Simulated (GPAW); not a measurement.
## CsGeCl3 (R3m): one start, several treatments of the self-energy

Aim: compare treatments of exchange, screening and correlation for the gap of CsGeCl3 (R3m).

Main program and level: GPAW 26.7.0; LDA and many-body steps on it, plane waves.

### 1. The structure

It takes space group R3m (No. 160, trigonal). The conventional cell has a = 7.694 Å, b = 7.694 Å, c = 9.535 Å, α = 90.00°, β = 90.00°, γ = 120.00°. Cs has 12 Cl at 3.86 to 3.90 Å nearest. Nearest to Ge lie 3 Cl at 2.37 Å. Nearest to Cl lie 2 Ge at 2.37 to 3.10 Å and 4 Cs at 3.86 to 3.90 Å. Farther neighbours and most contacts between anions are not listed.

As a file:

```xyz
5
Lattice="3.8468 2.2210 3.1783 -3.8468 2.2210 3.1783 0.0000 -4.4419 3.1783" Properties=species:S:1:pos:R:3 pbc="T T T"
Cs    0.0000    0.0000    9.5197
Ge    0.0000    0.0000    4.9156
Cl    0.0000   -2.0074    6.1725
Cl   -1.7385    1.0037    6.1725
Cl    1.7385    1.0037    6.1725
```

The cell and positions are those that the Materials Project relaxed with its own functionals (PBE, PBE+U or r2SCAN), kept fixed. Spin-orbit coupling is left out unless a step names it.

### 2. Empty states on the mesh, 2×2×2 mesh, 558 bands

This step: GPAW 26.7.0; DFT, LDA, plane waves, PAW.

The sums over transitions need many empty states on a uniform mesh; this step solves for them.

run.py

```python
import json
import numpy as np
from gpaw.mpi import world
from gpaw import GPAW

calc = GPAW('gs.gpw').fixed_density(kpts={'size': (2, 2, 2), 'gamma': True},
    parallel={'domain': 1, 'band': 1},
    txt='nscf.txt')
calc.diagonalize_full_hamiltonian(nbands=558)
calc.write('full.gpw', mode='all')
res = {}
kpts = calc.get_ibz_k_points()
res['kpts'] = kpts
res['eigenvalues'] = [calc.get_eigenvalues(kpt=k) for k in range(len(kpts))]
res['n_electrons'] = calc.get_number_of_electrons()

if world.rank == 0:
    with open('result.json', 'w') as f:
        json.dump(res, f, default=lambda x: x.tolist())
```

Command:

```console
$ mpirun -n 4 gpaw python run.py
```

Numbers of over 12 decimals in the logs are rounded to 6 here.

What it wrote:

```text
Diagonalizing LCAO Hamiltonian
Converting LCAO to pw mode
convergence criteria:
- Maximum integral of absolute [eigenst]ate change: 4e-08 eV^2 / valence electron
maximum number of iterations: 100

SCF iterations
|iter     |     time |      energy | eigst |  dens |
|iter:   1|  |             | +0.80 |       |
|iter:   2|  |             | -0.40 |       |
|iter:   3|  |             | -1.17 |       |
[...]
|iter:  14|  |             | -6.36 |       |
|iter:  15|  |             | -6.99 |       |
|iter:  16|  |             | -7.55c|       |
SCF steps: 16
  __  _  _
 | _ |_)|_||  |
 |__||  | ||/\| - 26.7.0

Input parameters:
  mode=PW(ecut=450.000000),
  convergence={'density': 1e-06, 'bands': -3},
  gpts=array([27, 27, 27]),
  kpts=MonkhorstPack(size=(2, 2, 2), gamma=True),
  maxiter=100,
  nbands=25,
  occupations=Occupations(name='fermi-dirac', width=0.001, fixmagmom=False),
  parallel={'domain': 1, 'band': 1},
  xc=XC(name='LDA')
Matrix size: 3533x3533
# Writing to full.gpw (mode='all')
  [... matrices ...]

timing:  # [seconds]
  Total: 40.574  # ━━━━━━━━━━━━━━━━━━━━━━━━━━━━━━━━━━━━━━━━━━━━━━━━━━━━━━━━━━
```

Elapsed: 45 s, on 4 MPI ranks of Arm Neoverse V2, shared host; peak memory 3.9 GiB.

This step gave:

```yaml
gap: 1.948 eV
k_of_the_valence_top: 0.5, 0.5, 0.5
k_of_the_conduction_bottom: 0.5, 0.5, 0.5
least_direct_gap: 1.948 eV
k_points_computed: 4
lowest_point_of_the_top_converged_band_above_the_valence_top: 121.7354 eV
```

On this mesh the gap is 1.948 eV.

### 3. G0W0, Godby-Needs plasmon pole

Now the one-shot GW correction: screening in the RPA, then the self-energy of the levels asked for.

This step: G0W0 on LDA, plane waves, PAW.

run.py

```python
import json
import numpy as np
from gpaw.mpi import world
from gpaw.response.g0w0 import G0W0

gw = G0W0('full.gpw',
    filename='gw',
    kpts=[0, 3],
    bands=(15, 19),
    ecut=78,
    nbands=254,
    integrate_gamma='WS',
    ppa=True)
gw.calculate()
res = {mode: {k: v for k, v in r.items() if k != 'sigma_eskwn'}
       for mode, r in gw.all_results.items()}

if world.rank == 0:
    with open('result.json', 'w') as f:
        json.dump(res, f, default=lambda x: x.tolist())
```

Command:

```console
$ mpirun -n 4 gpaw python run.py
```

What it wrote:

```text
Using integrator: PointIntegrator
FrequencyGridDescriptor(from 0.000+0.000j to 0.000+27.211j eV, 2 points)
Nonperiodic BCs:  [False False False]
Using integrator: PointIntegrator
FrequencyGridDescriptor(from 0.000+0.000j to 0.000+27.211j eV, 2 points)
Nonperiodic BCs:  [False False False]
  ___  _ _ _
 |   || | | |
 | | || | | |
 |__ ||_____|
 |___|

BZ k-points: Symmetries present (total): 6

  [... matrices ...]
8 k-points: 2 x 2 x 2 Monkhorst-Pack grid + [1/4,1/4,1/4]
4 k-points in the irreducible part of the Brillouin zone
       k-points in crystal coordinates                weights
   0:     0.00000000    0.00000000    0.00000000          1/8
   1:     0.50000000    0.00000000    0.00000000          3/8
   2:     0.50000000    0.50000000    0.00000000          3/8
   3:     0.50000000    0.50000000    0.50000000          1/8

Distributing spins, k-points and bands (1 x 2 x 4) over 4 processes
Number of blocks: 1

Quasi particle states:
k-points (IBZ indices): [0, 3]
Band range: (15, 19)
  [... matrices ...]
Computational parameters:
Plane wave cut-off: 78 eV
Number of bands: 254
Coulomb cutoff: None
Broadening: 0.1 eV

fxc modes: GW
Kernel: RPA
Using Godby-Needs plasmon-pole approximation:
  Fitting energy: i*E0, E0 = 1.000 Hartree
Summing all q:

Calculating screened Coulomb potential
No Coulomb truncation
FrequencyGridDescriptor(from 0.000+0.000j to 0.000+27.211j eV, 2 points)
Removing empty qpoint cache files...

Calculating chi0 body with:
    Ground state adapter containing:
    Number of spins: 1
    Number of kpoints: 8
    Number of irreducible kpoints: 4
    Number of completely occupied states: 17
    Number of partially occupied states: 17
    Occupied states memory: 5.105759 M / cpu

    Linear response parametrization:
    q_c: [0.0, 0.0, 0.0]
    Number of frequency points: 2
    Planewave cutoff: 78.0
    Number of bands: 254
    Number of planewaves: 251
    Broadening (eta): 1e-06
    comm.size: 4
    kncomm.size: 4
    blockcomm.size: 1

    Memory estimate of potentially large arrays:
        chi0_wGG: 1.922638 M / cpu
Integrating chi0 body.

Symmetries of q_c:
    Direct symmetries (Uq -> q): 6
    Indirect symmetries (TUq -> q): 6
In total 12 allowed symmetries.

  [... matrices ...]
4 groups of equivalent kpoints. 50.0% reduction.

Integral kind: response function
Integrating chi0 head and wings.

Symmetries of q_c:
    Direct symmetries (Uq -> q): 6
    Indirect symmetries (TUq -> q): 6
In total 12 allowed symmetries.

  [... matrices ...]
4 groups of equivalent kpoints. 50.0% reduction.

Integral kind: response function wings

Calculating chi0 body with:
    Ground state adapter containing:
    Number of spins: 1
    Number of kpoints: 8
    Number of irreducible kpoints: 4
    Number of completely occupied states: 17
    Number of partially occupied states: 17
    Occupied states memory: 5.105759 M / cpu

    Linear response parametrization:
[... the further q-points ...]

Results:
f:      Occupation numbers
eps:     KS-eigenvalues [eV]
vxc:     KS vxc [eV]
exx:     Exact exchange [eV]
sigma:   Self-energies [eV]
dsigma:  Self-energy derivatives
Z:       Renormalization factors
qp:      QP-energies [eV]

k-point 0 (0): (0.000, 0.000, 0.000)                GW
band       f     eps     vxc     exx   sigma  dsigma       Z      qp
                                                                   GW
  15   1.000   0.082 -16.620 -20.747   2.917  -0.283   0.780  -0.861
  16   1.000   0.276 -16.384 -20.099   2.623  -0.280   0.781  -0.577
  17   0.000   5.796  -8.582  -4.197  -3.427  -0.187   0.842   6.603
  18   0.000   6.668  -7.933  -3.595  -3.350  -0.184   0.845   7.503

k-point 1 (3): (0.500, 0.500, 0.500)                GW
band       f     eps     vxc     exx   sigma  dsigma       Z      qp
                                                                   GW
  15   1.000   0.420 -16.842 -21.033   2.968  -0.284   0.779  -0.533
  16   1.000   2.598 -16.909 -18.910   1.480  -0.259   0.794   2.184
  17   0.000   4.546 -13.256  -8.513  -3.264  -0.229   0.813   5.749
  18   0.000   4.547 -12.302  -7.641  -3.301  -0.230   0.813   5.652
```

It took 24 s on 4 MPI ranks; peak memory 1.4 GiB.

This step gave:

| Item | Value |
| --- | --- |
| G0W0 gap on the points computed | 3.468 eV |
| least direct G0W0 gap on the computed points | 3.468 eV |
| Z at the valence top | 0.7941 |
| Z at the conduction bottom | 0.8129 |
| starting gap on the mesh | 1.948 eV |
| k of the valence top | 0.5, 0.5, 0.5 |
| k of the conduction bottom | 0.5, 0.5, 0.5 |

The gap on the mesh goes from 1.95 eV to 3.47 eV, a correction of +1.52 eV.

### 4. One-shot HSE06

This step: one-shot HSE06 levels on LDA orbitals, plane waves, PAW.

run.py

```python
import json
import numpy as np
from gpaw.mpi import world
from gpaw.hybrids.eigenvalues import non_self_consistent_eigenvalues

dft, vxc, vxc_hyb = non_self_consistent_eigenvalues('full.gpw', 'HSE06', 15, 19, kpt_indices=[0, 3])
res = {'dft': dft[0], 'hybrid': (dft - vxc + vxc_hyb)[0]}
if world.rank == 0:
    with open('hybrid.txt', 'w') as f:
        for k, e0, e1 in zip([0, 3], res['dft'], res['hybrid']):
            print(k, ' '.join(f'{x:9.4f}' for x in e0), '|', ' '.join(f'{x:9.4f}' for x in e1), file=f)

if world.rank == 0:
    with open('result.json', 'w') as f:
        json.dump(res, f, default=lambda x: x.tolist())
```

Command:

```console
$ mpirun -n 4 gpaw python run.py
```

What it wrote:

```text
IBZ(<points: 4, symmetries: 6>)
Occupied bands: 17
Transforming wave functions from IBZ to BZ: 0.005 seconds
Distributing wave functions and iFFT-ing to real space: 0.028 seconds
Calculating eigenvalues:
  k-points: 2
  Bands: 15-18 (inclusive)
  Seconds: 0.203 (wave-function broadcasting: 0.011 seconds)
HSE06-eigenvalue shifts:
  min: -0.929 eV
  ave: 0.041 eV
  max: 0.877 eV
```

Wall time 2.7 s (4 MPI ranks); peak memory 0.79 GiB.

This step gave:

```
starting gap on the mesh                       : 1.948 eV
hybrid gap on the mesh                         : 3.001 eV
least direct hybrid gap on the computed points : 3.001 eV
```

### 5. G0W0, extrapolated in the cutoff

This step: G0W0 on LDA, plane waves, PAW.

run.py

```python
import json
import numpy as np
from gpaw.mpi import world
from gpaw.response.g0w0 import G0W0

gw = G0W0('full.gpw',
    filename='gw',
    kpts=[0, 3],
    bands=(15, 19),
    ecut=130.0,
    integrate_gamma='WS',
    ppa=True,
    ecut_extrapolation=True)
gw.calculate()
res = {mode: {k: v for k, v in r.items() if k != 'sigma_eskwn'}
       for mode, r in gw.all_results.items()}

if world.rank == 0:
    with open('result.json', 'w') as f:
        json.dump(res, f, default=lambda x: x.tolist())
```

Command:

```console
$ mpirun -n 4 gpaw python run.py
```

What it wrote:

```text
Using integrator: PointIntegrator
FrequencyGridDescriptor(from 0.000+0.000j to 0.000+27.211j eV, 2 points)
Nonperiodic BCs:  [False False False]
Using integrator: PointIntegrator
FrequencyGridDescriptor(from 0.000+0.000j to 0.000+27.211j eV, 2 points)
Nonperiodic BCs:  [False False False]
  ___  _ _ _
 |   || | | |
 | | || | | |
 |__ ||_____|
 |___|

BZ k-points: Symmetries present (total): 6

  [... matrices ...]
8 k-points: 2 x 2 x 2 Monkhorst-Pack grid + [1/4,1/4,1/4]
4 k-points in the irreducible part of the Brillouin zone
       k-points in crystal coordinates                weights
   0:     0.00000000    0.00000000    0.00000000          1/8
   1:     0.50000000    0.00000000    0.00000000          3/8
   2:     0.50000000    0.50000000    0.00000000          3/8
   3:     0.50000000    0.50000000    0.50000000          1/8

Distributing spins, k-points and bands (1 x 2 x 4) over 4 processes
Number of blocks: 1

Quasi particle states:
k-points (IBZ indices): [0, 3]
Band range: (15, 19)
  [... matrices ...]
Computational parameters:
Extrapolating to infinite plane wave cut-off using points at:
  112.031 eV
  120.183 eV
  130.000 eV
Number of bands: 548
Coulomb cutoff: None
Broadening: 0.1 eV

fxc modes: GW
Kernel: RPA
Using Godby-Needs plasmon-pole approximation:
  Fitting energy: i*E0, E0 = 1.000 Hartree
Summing all q:

Calculating screened Coulomb potential
No Coulomb truncation
FrequencyGridDescriptor(from 0.000+0.000j to 0.000+27.211j eV, 2 points)
Removing empty qpoint cache files...

Calculating chi0 body with:
    Ground state adapter containing:
    Number of spins: 1
    Number of kpoints: 8
    Number of irreducible kpoints: 4
    Number of completely occupied states: 17
    Number of partially occupied states: 17
[...]
Broadening (eta): 1e-06
    comm.size: 4
    kncomm.size: 4
    blockcomm.size: 1

    Memory estimate of potentially large arrays:
        chi0_wGG: 8.475616 M / cpu
Integrating chi0 body.

Symmetries of q_c:
    Direct symmetries (Uq -> q): 6
    Indirect symmetries (TUq -> q): 6
In total 12 allowed symmetries.

  [... matrices ...]
4 groups of equivalent kpoints. 50.0% reduction.

Integral kind: response function
Integrating chi0 head and wings.

Symmetries of q_c:
    Direct symmetries (Uq -> q): 6
    Indirect symmetries (TUq -> q): 6
In total 12 allowed symmetries.

  [... matrices ...]
4 groups of equivalent kpoints. 50.0% reduction.

Integral kind: response function wings

Calculating chi0 body with:
    Ground state adapter containing:
    Number of spins: 1
    Number of kpoints: 8
    Number of irreducible kpoints: 4
    Number of completely occupied states: 17
    Number of partially occupied states: 17
    Occupied states memory: 5.105759 M / cpu

[... the further q-points ...]
Extrapolating selfenergy to infinite energy cutoff:
  Performing linear fit to 3 points
  Minimum R^2 = 0.9973. (R^2 Should be close to 1)
  [... matrices ...]
Results:
f:      Occupation numbers
eps:     KS-eigenvalues [eV]
vxc:     KS vxc [eV]
exx:     Exact exchange [eV]
sigma:   Self-energies [eV]
dsigma:  Self-energy derivatives
Z:       Renormalization factors
qp:      QP-energies [eV]

k-point 0 (0): (0.000, 0.000, 0.000)                GW
band       f     eps     vxc     exx   sigma  dsigma       Z      qp
                                                                   GW
  15   1.000   0.082 -16.620 -20.747   2.308  -0.295   0.772  -1.322
  16   1.000   0.276 -16.384 -20.099   2.029  -0.292   0.774  -1.030
  17   0.000   5.796  -8.582  -4.197  -3.601  -0.189   0.841   6.455
[...]
k-point 1 (3): (0.500, 0.500, 0.500)                GW
band       f     eps     vxc     exx   sigma  dsigma       Z      qp
                                                                   GW
[...]
17   0.000   4.546 -13.256  -8.513  -3.592  -0.234   0.810   5.479
  18   0.000   4.547 -12.302  -7.641  -3.603  -0.234   0.810   5.404
```

The job ended after 3.6 min (4 MPI ranks; peak memory 2.4 GiB; 14 min of CPU time).

This step gave:

* quasiparticle gap on the points computed: 3.650 eV
* least direct quasiparticle gap on the computed points: 3.650 eV
* Z at the valence top: 0.7883
* Z at the conduction bottom: 0.8104
* starting gap on the mesh: 1.948 eV
* k of the valence top: 0.5, 0.5, 0.5
* k of the conduction bottom: 0.5, 0.5, 0.5
* gaps at the cutoffs of the extrapolation: 3.530, 3.542, 3.554 eV

Against G0W0 in GPAW (2×2×2 mesh, 254 bands, screening to 78 eV, Godby-Needs plasmon pole), the gap moves by +0.183 eV.

### 6. One-shot Hartree-Fock

This step: one-shot Hartree-Fock levels on LDA orbitals, plane waves, PAW.

run.py

```python
import json
import numpy as np
from gpaw.mpi import world
from gpaw.hybrids.eigenvalues import non_self_consistent_eigenvalues

dft, vxc, vxc_hyb = non_self_consistent_eigenvalues('full.gpw', 'EXX', 15, 19, kpt_indices=[0, 3])
res = {'dft': dft[0], 'hybrid': (dft - vxc + vxc_hyb)[0]}
if world.rank == 0:
    with open('hybrid.txt', 'w') as f:
        for k, e0, e1 in zip([0, 3], res['dft'], res['hybrid']):
            print(k, ' '.join(f'{x:9.4f}' for x in e0), '|', ' '.join(f'{x:9.4f}' for x in e1), file=f)

if world.rank == 0:
    with open('result.json', 'w') as f:
        json.dump(res, f, default=lambda x: x.tolist())
```

Command:

```console
$ mpirun -n 4 gpaw python run.py
```

What it wrote:

```text
IBZ(<points: 4, symmetries: 6>)
Occupied bands: 17
Transforming wave functions from IBZ to BZ: 0.006 seconds
Distributing wave functions and iFFT-ing to real space: 0.042 seconds
Calculating eigenvalues:
  k-points: 2
  Bands: 15-18 (inclusive)
  Seconds: 0.261 (wave-function broadcasting: 0.012 seconds)
HSE06-eigenvalue shifts:
  min: -4.192 eV
  ave: 0.512 eV
  max: 4.743 eV
```

It took 2.5 s on 4 MPI ranks; peak memory 0.79 GiB.

This step gave:

```
starting gap on the mesh                       : 1.948 eV
hybrid gap on the mesh                         : 8.610 eV
least direct hybrid gap on the computed points : 8.610 eV
```

### 7. G0W0, full frequency, Hilbert transform

This step: G0W0 on LDA, plane waves, PAW.

run.py

```python
import json
import numpy as np
from gpaw.mpi import world
from gpaw.response.g0w0 import G0W0

gw = G0W0('full.gpw',
    filename='gw',
    kpts=[0, 3],
    bands=(15, 19),
    ecut=78,
    nbands=254,
    integrate_gamma='WS',
    frequencies={'type': 'nonlinear', 'domega0': 0.1, 'omega2': 15.0},
    eta=0.1,
    nblocksmax=True)
gw.calculate()
res = {mode: {k: v for k, v in r.items() if k != 'sigma_eskwn'}
       for mode, r in gw.all_results.items()}

if world.rank == 0:
    with open('result.json', 'w') as f:
        json.dump(res, f, default=lambda x: x.tolist())
```

Command:

```console
$ mpirun -n 4 gpaw python run.py
```

What it wrote:

```text
Using integrator: PointIntegrator
NonLinearFrequencyDescriptor(from 0.000 to 89.723 eV, 259 points)
Nonperiodic BCs:  [False False False]
Using integrator: PointIntegrator
NonLinearFrequencyDescriptor(from 0.000 to 89.723 eV, 259 points)
Nonperiodic BCs:  [False False False]
  ___  _ _ _
 |   || | | |
 | | || | | |
 |__ ||_____|
 |___|

BZ k-points: Symmetries present (total): 6

  [... matrices ...]
8 k-points: 2 x 2 x 2 Monkhorst-Pack grid + [1/4,1/4,1/4]
4 k-points in the irreducible part of the Brillouin zone
       k-points in crystal coordinates                weights
[...]
GW
  15   1.000   0.082 -16.620 -20.747   2.900  -0.353   0.739  -0.824
  16   1.000   0.276 -16.384 -20.099   2.626  -0.356   0.738  -0.528
  17   0.000   5.796  -8.582  -4.197  -3.395  -0.243   0.805   6.592
[...]
k-point 1 (3): (0.500, 0.500, 0.500)                GW
band       f     eps     vxc     exx   sigma  dsigma       Z      qp
                                                                   GW
[...]
17   0.000   4.546 -13.256  -8.513  -3.227  -0.287   0.777   5.724
  18   0.000   4.547 -12.302  -7.641  -3.265  -0.293   0.773   5.627
```

The job ended after 1.9 min (4 MPI ranks; peak memory 2.6 GiB).

This step gave:

```
G0W0 gap on the points computed              : 3.404 eV
least direct G0W0 gap on the computed points : 3.404 eV
starting gap on the mesh                     : 1.948 eV
k of the valence top                         : 0.5, 0.5, 0.5
k of the conduction bottom                   : 0.5, 0.5, 0.5
```

Against G0W0 in GPAW (2×2×2 mesh, 254 bands, screening to 78 eV, Godby-Needs plasmon pole), the gap moves by −0.063 eV.

### 8. Side by side

Times are wall times on 4 MPI ranks of Arm Neoverse V2, shared host, good to a factor of about two.

```csv
run,mesh,bands,screening cutoff (eV),DFT gap (eV),gap on the mesh (eV),direct (eV),time
"G0W0, Godby-Needs plasmon pole",2×2×2,254,78,1.948,3.468,3.468,24 s
one-shot HSE06,2×2×2,-,-,1.948,3.001,3.001,2.7 s
"G0W0, extrapolated in the cutoff",2×2×2,-,130,1.948,3.650,3.650,3.6 min
one-shot Hartree-Fock,2×2×2,-,-,1.948,8.610,8.610,2.5 s
"G0W0, full frequency, Hilbert transform",2×2×2,254,78,1.948,3.404,3.404,1.9 min
```

### 9. Outcome

| Quantity | Value |
| --- | --- |
| G0W0, Godby-Needs plasmon pole | 3.468 eV |
| one-shot HSE06 | 3.001 eV |
| G0W0, extrapolated in the cutoff | 3.650 eV |
| one-shot Hartree-Fock | 8.610 eV |
| G0W0, full frequency, Hilbert transform | 3.404 eV |
| known limits | not at the basis limit; no spin-orbit coupling; coarse k mesh |

What this shows: One-shot HSE06: −0.466 eV against G0W0, Godby-Needs plasmon pole. G0W0, extrapolated in the cutoff: +0.183 eV against G0W0, Godby-Needs plasmon pole, at other bands or cutoff, so not like for like. One-shot Hartree-Fock: +5.143 eV against G0W0, Godby-Needs plasmon pole. G0W0, full frequency, Hilbert transform: −0.063 eV against G0W0, Godby-Needs plasmon pole. Bare exchange alone opens the gap to 8.61 eV; against G0W0, correlation takes back 5.14 eV. One-shot hybrid levels are evaluated on the LDA orbitals. Bands and cutoff are finite, so the gap is not at the basis limit. The miss can reach some tenths of an eV and take either sign; the mesh is an error of its own. These stock PAW sets were not made for GW; the filled d or f shell of Ge lies in the frozen core, which bears on start and correction. In the G0W0 runs levels were corrected at 2 k points alone, so a gap called «on the mesh» is the least over those, and an edge elsewhere would be missed. The 2×2×2 mesh is coarse for this cell, which bears on the long-range parts of exchange and screening. The many-body steps are scalar-relativistic: spin-orbit coupling is not in them.

[Paths, hosts, dates, memory and timing lines, banners, echoed tables and standing remarks are left out of the program output.]

[Logs are printed without paths, hosts, clocks, repeated set-up lines and the standing remarks that a program may print on its own settings, such as how far it seeks lower states.]

[Runs of the session that timed out or met a known fault of the program may be left out.]

[Hosts, paths, dates, database ids (printed as entryN), source tags and the programs' standing remarks are cut or masked in the printed files.]
